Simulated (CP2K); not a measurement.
Two runs for the O K edge of propiolic acid. Run A: CP2K XAS_TDP, all-electron GAPW, PBEh(45%), aug-cc-pVDZ, TDA, no relativity. Run B differs in one setting.

First lines with a strength over 0.0015. A:

| atom | energy (eV) | states | strength, one atom |
| --- | --- | --- | --- |
| O4 (bonded to C and H) | 530.07 | 1 | 0.0142 |
|  | 531.60 | 1 | 0.0207 |
|  | 533.19 | 1 | 0.0142 |
|  | 533.87 | 1 | 0.0027 |
|  | 534.43 | 1 | 0.0067 |
| O5 (bonded to C) | 526.91 | 1 | 0.0376 |
|  | 531.36 | 1 | 0.0080 |
|  | 531.84 | 1 | 0.0023 |
|  | 533.26 | 1 | 0.0027 |
|  | 533.51 | 1 | 0.0023 |

B:

| atom | energy (eV) | states | strength, one atom |
| --- | --- | --- | --- |
| O4 (bonded to C and H) | 535.32 | 1 | 0.0141 |
|  | 536.84 | 1 | 0.0205 |
|  | 538.43 | 1 | 0.0141 |
|  | 539.12 | 1 | 0.0027 |
|  | 539.67 | 1 | 0.0067 |
| O5 (bonded to C) | 531.61 | 1 | 0.0372 |
|  | 536.07 | 1 | 0.0080 |
|  | 536.54 | 1 | 0.0023 |
|  | 537.97 | 1 | 0.0027 |
|  | 538.22 | 1 | 0.0022 |

Q: Which was it: scalar relativity switched on, GW2X switched on, the functional, the basis?

GW2X switched on. GW2X shifts an atom's lines together and keeps their spacings. Against PBEh(45%) in aug-cc-pVDZ, the leading lines move by +5.25 eV (O4, to 535.32) and +4.70 eV (O5, to 531.61).

[Hosts, paths, dates, database ids (printed as entryN), source tags and the programs' standing remarks are cut or masked in the printed files.]
